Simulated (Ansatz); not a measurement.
# NaLiZnO2: complex band structure, part 3 of 3

Aim: relax a made-up compound, NaLiZnO2, and see how good a tunnel barrier it would be. It is built by putting O for S in the NaLiZnS2 structure of space group P3m1, with the volume rescaled by atomic radii. The parent structure comes from the Materials Project.

Ansatz 0.2.0; PBE DFT, plane waves, PAW files (the session's first sound run).

So far, gap on path (eV): step 3 (band edges) 1.60.

The structure was built from a prototype and need not be the compound's stable phase.

## 6. Decaying states in the gap, plane (101), k-mesh 10×10×10

Level of this step: PBE DFT, plane waves, PAW files; complex bands by layer matching along the plane's normal (Ansatz).

The same for the (101) plane, at (0, 0) and (0.5, 0), to see how the decay depends on direction.

input.yaml reads:

```yaml
crystal:
  lattice:
    - [6.761254224, 0.0, 0.0]
    - [0.812434856, 3.213426023, 0.0]
    - [1.624869711, 1.298607088, 2.580615286]
  atoms:
    - { symbol: Na, position: [0.9779920576, 0.0, 0.0220079424] }
    - { symbol: Li, position: [0.6671775802, 0.3333333333, 0.6661557531] }
    - { symbol: Zn, position: [0.379512541, 0.6666666667, 0.2871541257] }
    - { symbol: O, position: [0.2600114631, 0.3333333333, 0.0733218702] }
    - { symbol: O, position: [0.7153063581, 0.6666666667, 0.9513603086] }
kpoints:
  mp_grid: { grid: [10, 10, 10] }
scf:
  occupations: { method: fixed }
hamiltonian:
  xc: pbe
output:
  eigenvalues: true
  transmission:
    leads: [[0, 0]]
    kpoints: [[0.0, 0.0], [0.5, 0.0]]
    e_range: [-1.0, 2.6]
    de: 0.06
```

Started as:

```console
$ ansatz run input.yaml --threads 2 --pin off --max-ram 4096MiB --backend cpu --events-out ev --progress --plain --runs-dir out
```

Numbers of over 12 decimals in the logs are rounded to 6 here.

Output:

```text
[...]
Crystal: 5 atoms, lattice volume = 56.068 Å³
Basis set: ecut = 420 eV, 1111 PW (Γ)
Bands: 23, of which v1, the nominal top of the filled ones, is band 18 counted from 1 (17 counted from 0)
Symmetry: 6 space group operations
[...]
k-points: 116 of 1000 (time reversal used)
[...]
SCF iter   1: F=—  HF=-6147.777546 eV  |F-HF|=—  |Δ(HF+E_count)|=         —  Δρ=2.73e-3  dr2=8.71e-3  ethr=1.77e-3  ⟨swp⟩=4.9  Hψ=10958  notcnv=0  defer=345
[...]
SCF iter   8: F=-6147.775091 eV  HF=-6147.775091 eV  |F-HF|=1.25e-9  |Δ(HF+E_count)|=   3.63e-8  Δρ=4.04e-6  dr2=9.96e-9  ethr=2.78e-10  ⟨swp⟩=2.1  Hψ=5289  notcnv=0
SCF 1 converged in 8 iterations: F = -6147.775091 eV  dr2 = 9.96e-9
[...]
transmission: 4 of 8 steps passed
transmission: 8 of 8 steps passed
SCF converged after 8 iterations
Free energy (F): -6147.775091 eV
[...]
Internal energy: -6147.775091 eV  (E = F + TS)
E sigma→0 (E₀):  -6147.775091 eV
Fermi energy:    5.105893 eV
[...]
--- Band table (eV; the first three rows and the last of 116) ---
  k-point 0: bands = [... 14 lower, 4.5013, 4.9471, 5.1059, 5.1059, 6.7090, 12.0886, 12.8843, 17.3881, ... 1 higher]
  k-point 1: bands = [... 14 lower, 4.4029, 4.7246, 4.9301, 5.0573, 7.3512, 12.0204, 13.1279, 16.6776, ... 1 higher]
  k-point 2: bands = [... 14 lower, 4.1486, 4.3136, 4.7687, 4.9297, 8.5007, 11.7602, 13.6817, 15.5323, ... 1 higher]
  k-point 115: bands = [... 14 lower, 4.5589, 4.5589, 5.0481, 5.0481, 8.0094, 10.4790, 14.0989, 16.1515, ... 1 higher]
--- Transmission ---
  basis      : 193 plane waves across, 4 finite elements along
  points     : 2, as listed
[...]
crystal 0  : Li1O2Na1Zn1, at the sites [0, 0], period 2.5806 Å: whole cells are its period
[...]
channels       : 0.000000e0 a spin
[...]
slowest decay  : 0.1776 /Å at (0.0000, 0.0000)
```

It took 26 s on 2 threads of Intel Xeon Platinum 8259CL at 2.50GHz (Skylake/Cascade Lake), shared host; peak memory 0.64 GiB; 51 s of CPU time.

This step gave:

| Quantity | Value |
| --- | --- |
| level to which the leads are filled | 0.8015 eV from the Fermi level |
| decay constant at the filling level, zone centre | 0.1776 Å⁻¹ |
| decay constant at the filling level, slowest listed point | 0.1776 Å⁻¹ |

K parallel (0, 0); values up to 1.5 1/Å, a degenerate pair printed once or twice; energies at which all values exceed this have no row. Im kz of the slowest decaying states against energy, zero at the highest filled level on the SCF mesh:

```csv
energy (eV),decay 1 (Å⁻¹),decay 2 (Å⁻¹),decay 3 (Å⁻¹),decay 4 (Å⁻¹)
-1.00,0.395,0.720,0.729,1.11
-0.82,0.308,0.592,0.695,1.12
-0.64,0.404,0.693,1.12,-
-0.46,0.159,0.283,0.704,1.13
-0.28,0.250,0.409,0.716,1.13
-0.10,0.191,0.324,0.491,0.725
0.02,0.0493,0.156,0.364,0.531
0.08,0.0915,0.304,0.403,0.546
0.26,0.144,0.440,0.542,0.556
0.44,0.167,0.479,0.632,0.639
0.62,0.177,0.512,0.702,0.702
0.80,0.178,0.540,0.746,0.752
0.98,0.170,0.563,0.746,0.795
1.16,0.154,0.582,0.746,0.831
1.34,0.126,0.599,0.745,0.862
1.52,0.0743,0.613,0.743,0.890
1.70,0.624,0.740,0.915,0.974
1.88,0.634,0.737,0.937,1.03
2.06,0.642,0.733,0.957,1.06
2.24,0.648,0.728,0.974,1.07
2.42,0.653,0.722,0.990,1.08
2.60,0.656,0.716,1.01,1.08
```

K parallel (0, 0). The Re kz of states that move upwards by energy, zero at the highest filled level on the SCF mesh:

```csv
energy (eV),channel 1 (Å⁻¹),channel 2 (Å⁻¹),channel 3 (Å⁻¹),channel 4 (Å⁻¹)
-1.00,-0.614,-0.520,-0.251,-
-0.88,-0.539,-0.422,-0.209,-
-0.70,-1.11,-0.431,-0.239,-0.123
-0.58,-0.826,-0.361,-,-
-0.40,-0.848,-0.569,-0.254,-
-0.28,-0.646,-0.406,-0.181,-
-0.16,-0.459,-0.215,-0.0106,-
0.02,-,-,-,-
0.14,-,-,-,-
0.32,-,-,-,-
0.44,-,-,-,-
0.56,-,-,-,-
0.74,-,-,-,-
0.86,-,-,-,-
1.04,-,-,-,-
1.16,-,-,-,-
1.28,-,-,-,-
1.46,-,-,-,-
1.58,-,-,-,-
1.76,0.109,-,-,-
1.88,0.148,-,-,-
2.00,0.182,-,-,-
2.18,0.228,-,-,-
2.30,0.256,-,-,-
2.48,0.297,-,-,-
2.60,0.323,-,-,-
```

K parallel (0.5, 0); values up to 1.5 1/Å, a degenerate pair printed once or twice; energies at which all values exceed this have no row. Im kz of the slowest decaying states against energy, zero at the highest filled level on the SCF mesh:

```csv
energy (eV),decay 1 (Å⁻¹),decay 2 (Å⁻¹),decay 3 (Å⁻¹),decay 4 (Å⁻¹)
-1.0000,0.115,0.201,0.796,1.03
-0.7600,0.221,0.620,1.02,1.14
-0.5200,0.0887,0.122,0.226,0.279
-0.2200,0.284,0.386,0.398,0.995
0.0200,0.143,0.318,0.371,0.469
0.2600,0.257,0.442,0.526,0.585
0.5000,0.311,0.502,0.570,0.662
0.7400,0.342,0.553,0.603,0.709
0.9800,0.361,0.596,0.629,0.750
1.2200,0.371,0.633,0.649,0.787
1.5200,0.372,0.667,0.674,0.825
1.7600,0.365,0.677,0.702,0.852
2.0000,0.348,0.684,0.728,0.875
2.2400,0.320,0.687,0.753,0.868
2.4800,0.275,0.689,0.776,0.858
```

At the listed wavevectors the last open channel is at -0.04 eV and the next at +1.64 eV on the grid. At +0.80 eV, the grid energy nearest the filling level (the middle of the gap on the SCF mesh), the slowest state at the listed wavevectors decays with κ = 0.178 Å⁻¹, its amplitude falling by e over 5.6 Å; the first such run, plane (100), gave 0.174 Å⁻¹.

## 7. Band edges at another level, cutoff 500 eV

This step: r2SCAN DFT, plane waves, PAW files (Ansatz 0.2.0).

The edges again with r2SCAN, at the same atoms. Against that run the cutoff is 500 eV against 420.

input.yaml reads:

```yaml
crystal:
  lattice:
    - [3.3145372529, 0.0, 0.0]
    - [-1.6572686264, 2.8704734628, 0.0]
    - [0.0, 0.0, 5.8930808146]
  atoms:
    - { symbol: Na, position: [0.0, 0.0, 0.0220079424] }
    - { symbol: Li, position: [0.3333333333, 0.6666666667, 0.3328224198] }
    - { symbol: Zn, position: [0.6666666667, 0.3333333333, 0.620487459] }
    - { symbol: O, position: [0.3333333333, 0.6666666667, 0.7399885369] }
    - { symbol: O, position: [0.6666666667, 0.3333333333, 0.2846936419] }
kpoints:
  mp_grid: { grid: [8, 8, 4] }
  band_path: { path: [VBM, CBM], npoints: 30 }
scf:
  occupations: { method: fixed }
hamiltonian:
  xc: r2scan
output:
  eigenvalues: true
```

Output:

```text
[...]
Crystal: 5 atoms, lattice volume = 56.068 Å³
Basis set: ecut = 500 eV, 1401 PW (Γ), exchange–correlation on 100×100×180 points (64 copies of the dense FFT grid, shifted against one another)
Bands: 23, of which v1, the nominal top of the filled ones, is band 18 counted from 1 (17 counted from 0)
Symmetry: 6 space group operations
[...]
k-points: 35 of 256 (time reversal used)
[...]
SCF iter   1: F=—  HF=-6159.876740 eV  |F-HF|=—  |Δ(HF+E_count)|=         —  Δρ=1.44e-2  dr2=6.69e-2  dr2_τ=9.10e-2  ethr=1.77e-3  ⟨swp⟩=5.1  Hψ=3332  notcnv=0  defer=105
[...]
SCF iter   8: F=-6159.945170 eV  HF=-6159.945170 eV  |F-HF|=3.90e-9  |Δ(HF+E_count)|=   2.05e-8  Δρ=1.29e-5  dr2=8.96e-8  dr2_τ=1.15e-8  ethr=2.78e-10  ⟨swp⟩=8.3  Hψ=3213  notcnv=0
SCF 1 converged in 8 iterations: F = -6159.945170 eV  dr2 = 8.96e-8
[...]
SCF converged after 8 iterations
Free energy (F): -6159.945170 eV
[...]
Internal energy: -6159.945170 eV  (E = F + TS)
E sigma→0 (E₀):  -6159.945170 eV
Fermi energy:    4.708207 eV
[...]
--- Band table (eV; the first three rows and the last of 35) ---
  k-point 0: bands = [... 14 lower, 4.1039, 4.5652, 4.7082, 4.7082, 6.8436, 12.4131, 13.2039, 17.8465, ... 1 higher]
  k-point 1: bands = [... 14 lower, 4.1324, 4.1324, 4.6794, 4.6794, 7.4699, 11.4715, 13.9682, 17.1660, ... 1 higher]
  k-point 2: bands = [... 14 lower, 4.1643, 4.1643, 4.6473, 4.6473, 8.1202, 10.7294, 14.4796, 16.5757, ... 1 higher]
  k-point 34: bands = [... 14 lower, 2.9566, 3.3068, 3.8420, 4.0487, 12.0233, 12.7165, 13.3515, 13.5386, ... 1 higher]
```

The job ended after 11 s (2 threads; peak memory 0.53 GiB; 22 s of CPU time).

Numbers from this step:

| Quantity | Value |
| --- | --- |
| free energy | -6159.9452 eV |
| Fermi energy | 4.708 eV |
| gap on the k-mesh | 2.135 eV |
| gap on path | 2.135 eV, by band count; negative where bands overlap |
| direct gap on path | 2.135 eV |

Levels at VBM (eV): -5.46, -5.46, -5.11, -4.63, -4.63, -3.95, -0.60, -0.60, -0.14, 0.00, 0.00, 2.14, 7.70.

The searched edges give 2.14 eV, as on the mesh.

For the gap on path, step 3 gave 1.60 eV; this run, with r2SCAN and cutoff 500 eV, gives 2.14 eV.

## 8. Complex bands at another level, cutoff 500 eV

This step: r2SCAN DFT, plane waves, PAW files; complex bands by layer matching along the plane's normal (Ansatz 0.2.0).

The complex bands at that level, over its own gap, at (0, 0) and (0.5, 0).

input.yaml reads:

```yaml
crystal:
  lattice:
    - [3.314537253, 0.0, 0.0]
    - [0.0, 5.893080815, 0.0]
    - [1.657268626, 0.0, 2.870473463]
  atoms:
    - { symbol: Na, position: [0.0, 0.0220079424, 0.0] }
    - { symbol: Li, position: [0.3333333333, 0.3328224198, 0.3333333333] }
    - { symbol: Zn, position: [0.6666666667, 0.620487459, 0.6666666667] }
    - { symbol: O, position: [0.3333333333, 0.7399885369, 0.3333333333] }
    - { symbol: O, position: [0.6666666667, 0.2846936419, 0.6666666667] }
kpoints:
  mp_grid: { grid: [8, 4, 8] }
scf:
  occupations: { method: fixed }
hamiltonian:
  xc: r2scan
output:
  eigenvalues: true
  transmission:
    leads: [[0, 0]]
    kpoints: [[0.0, 0.0], [0.5, 0.0]]
    e_range: [-1.0, 3.14]
    de: 0.1
```

Output:

```text
[...]
Crystal: 5 atoms, lattice volume = 56.068 Å³
Basis set: ecut = 500 eV, 1401 PW (Γ), exchange–correlation on 100×180×100 points (64 copies of the dense FFT grid, shifted against one another)
Bands: 23, of which v1, the nominal top of the filled ones, is band 18 counted from 1 (17 counted from 0)
Symmetry: 6 space group operations
[...]
k-points: 35 of 256 (time reversal used)
[...]
SCF iter   1: F=—  HF=-6159.876678 eV  |F-HF|=—  |Δ(HF+E_count)|=         —  Δρ=1.44e-2  dr2=6.69e-2  dr2_τ=9.11e-2  ethr=1.77e-3  ⟨swp⟩=5.1  Hψ=3290  notcnv=0  defer=105
[...]
SCF iter   8: F=-6159.945170 eV  HF=-6159.945170 eV  |F-HF|=2.38e-9  |Δ(HF+E_count)|=   1.65e-8  Δρ=1.29e-5  dr2=8.87e-8  dr2_τ=1.13e-8  ethr=2.78e-10  ⟨swp⟩=8.3  Hψ=3194  notcnv=0
SCF 1 converged in 8 iterations: F = -6159.945170 eV  dr2 = 8.87e-8
[...]
transmission: 4 of 8 steps passed
transmission: 8 of 8 steps passed
SCF converged after 8 iterations
Free energy (F): -6159.945170 eV
[...]
Internal energy: -6159.945170 eV  (E = F + TS)
E sigma→0 (E₀):  -6159.945170 eV
Fermi energy:    4.708205 eV
[...]
--- Band table (eV; the first three rows and the last of 35) ---
  k-point 0: bands = [... 14 lower, 4.1039, 4.5652, 4.7082, 4.7082, 6.8436, 12.4131, 13.2039, 17.8465, ... 1 higher]
  k-point 1: bands = [... 14 lower, 3.9497, 4.2884, 4.5243, 4.6351, 7.5920, 12.7681, 13.1653, 16.7975, ... 1 higher]
  k-point 2: bands = [... 14 lower, 3.5757, 3.7062, 4.3492, 4.4635, 8.9334, 12.7744, 13.7082, 15.4731, ... 1 higher]
  k-point 34: bands = [... 14 lower, 2.9566, 3.3068, 3.8420, 4.0487, 12.0233, 12.7165, 13.3515, 13.5386, ... 1 higher]
--- Transmission ---
  basis      : 209 plane waves across, 4 finite elements along
  points     : 2, as listed
[...]
channels       : 0.000000e0 a spin
[...]
slowest decay  : 0.2119 /Å at (0.0000, 0.0000)
```

Wall time 19 s (2 threads); peak memory 0.7 GiB; 37 s of CPU time.

Numbers from this step:

```
level to which the leads are filled                       : 1.068 eV from the Fermi level
decay constant at the filling level, zone centre          : 0.2119 Å⁻¹
decay constant at the filling level, slowest listed point : 0.2119 Å⁻¹
```

K parallel (0, 0); values up to 1.5 1/Å, a degenerate pair printed once or twice; energies at which all values exceed this have no row. Im kz of the slowest decaying states against energy, zero at the highest filled level on the SCF mesh:

```csv
energy (eV),decay 1 (Å⁻¹),decay 2 (Å⁻¹),decay 3 (Å⁻¹),decay 4 (Å⁻¹)
-1.00,0.122,0.678,1.09,1.24
-0.70,0.469,1.09,1.23,1.46
-0.40,0.168,0.297,1.09,1.22
-0.10,0.244,0.445,1.08,1.21
0.00,0.00795,0.0176,0.371,0.479
0.20,0.138,0.400,0.414,0.533
0.50,0.19,0.450,0.601,1.09
0.80,0.210,0.495,0.682,1.10
1.00,0.213,0.520,0.724,1.10
1.30,0.204,0.551,0.773,1.10
1.60,0.179,0.575,0.813,1.06
1.90,0.128,0.594,0.844,1.02
2.20,0.608,0.870,0.982,1.15
2.50,0.618,0.883,0.900,0.944
2.80,0.624,0.897,0.910,0.921
3.10,0.627,0.879,0.910,0.936
```

K parallel (0, 0). Re kz of states that move upwards against energy, zero at the highest filled level on the SCF mesh:

```csv
energy (eV),channel 1 (Å⁻¹),channel 2 (Å⁻¹),channel 3 (Å⁻¹),channel 4 (Å⁻¹)
-1.00,-0.546,-0.459,-0.239,-
-0.80,-0.917,-0.450,-0.310,-0.166
-0.70,-0.837,-0.403,-0.213,-0.115
-0.50,-0.680,-0.311,-,-
-0.30,-0.629,-0.478,-0.217,-
-0.20,-0.481,-0.313,-0.168,-
0.00,-,-,-,-
0.10,-,-,-,-
0.30,-,-,-,-
0.50,-,-,-,-
0.60,-,-,-,-
0.80,-,-,-,-
1.00,-,-,-,-
1.10,-,-,-,-
1.30,-,-,-,-
1.50,-,-,-,-
1.60,-,-,-,-
1.80,-,-,-,-
2.00,-,-,-,-
2.10,-,-,-,-
2.30,0.116,-,-,-
2.40,0.150,-,-,-
2.60,0.206,-,-,-
2.80,0.255,-,-,-
2.90,0.277,-,-,-
3.10,0.321,-,-,-
```

K parallel (0.5, 0); values up to 1.5 1/Å, a degenerate pair printed once or twice; energies at which all values exceed this have no row. Table of Im kz of the slowest decaying states by energy, zero at the highest filled level on the SCF mesh:

```csv
energy (eV),decay 1 (Å⁻¹),decay 2 (Å⁻¹),decay 3 (Å⁻¹),decay 4 (Å⁻¹)
-1.00,0.153,0.316,0.474,1.39
-0.70,0.0521,0.311,0.534,1.42
-0.40,0.185,0.542,0.576,1.45
-0.10,0.358,0.614,0.645,1.47
0.00,0.387,0.626,0.671,1.48
0.20,0.429,0.649,0.715,1.49
0.50,0.470,0.678,0.768,1.50
0.80,0.495,0.702,0.811,-
1.00,0.508,0.715,0.835,-
1.30,0.521,0.730,0.867,-
1.60,0.529,0.741,0.895,-
1.90,0.534,0.749,0.919,1.50
2.20,0.536,0.753,0.941,1.49
2.50,0.535,0.754,0.962,1.48
2.80,0.531,0.753,0.981,1.46
3.10,0.526,0.749,1.000,1.45
```

At the listed wavevectors the last open channel is at -0.10 eV and the next at +2.20 eV on the grid. At +1.10 eV, the grid energy nearest the filling level (the middle of the gap on the SCF mesh), the slowest state at the listed wavevectors decays with κ = 0.212 Å⁻¹, its amplitude falling by e over 4.7 Å; the first such run, plane (100), gave 0.174 Å⁻¹.

## 9. Outcome

```yaml
band_gap: 1.60 eV
least_decay_constant_at_mid_gap_normal_to_100: 0.174 Å⁻¹
least_decay_constant_at_mid_gap_normal_to_101: 0.178 Å⁻¹
least_decay_constant_on_a_mesh_normal_to_100: 0.174 Å⁻¹
least_decay_constant_r2scan: 0.212 Å⁻¹
```

With PBE, the slowest decay at the wavevectors tried is κ = 0.174 Å⁻¹, normal to (100). Through such a film the transmission near mid-gap falls as exp(−2κd), a factor of ten every 6.6 Å. The directions tried decay at nearly the same rate. A free electron under a barrier of half the gap would need a mass of 0.14 mₑ to decay at this rate. With r2SCAN the gap goes from 1.60 to 2.14 eV and the decay constant, over the first 2 listed wavevectors, from 0.174 to 0.212 Å⁻¹. The compound is made up by substitution; its stability against other phases and against distortions of the cell's symmetry was not tested. A semilocal functional narrows gaps, so real decay constants are likely larger.

[Logs are printed without paths, hosts, clocks, repeated set-up lines and the standing remarks that a program may print on its own settings, such as how far it seeks lower states.]

[Hosts, paths, dates, database ids (printed as entryN), source tags and the programs' standing remarks are cut or masked in the printed files.]
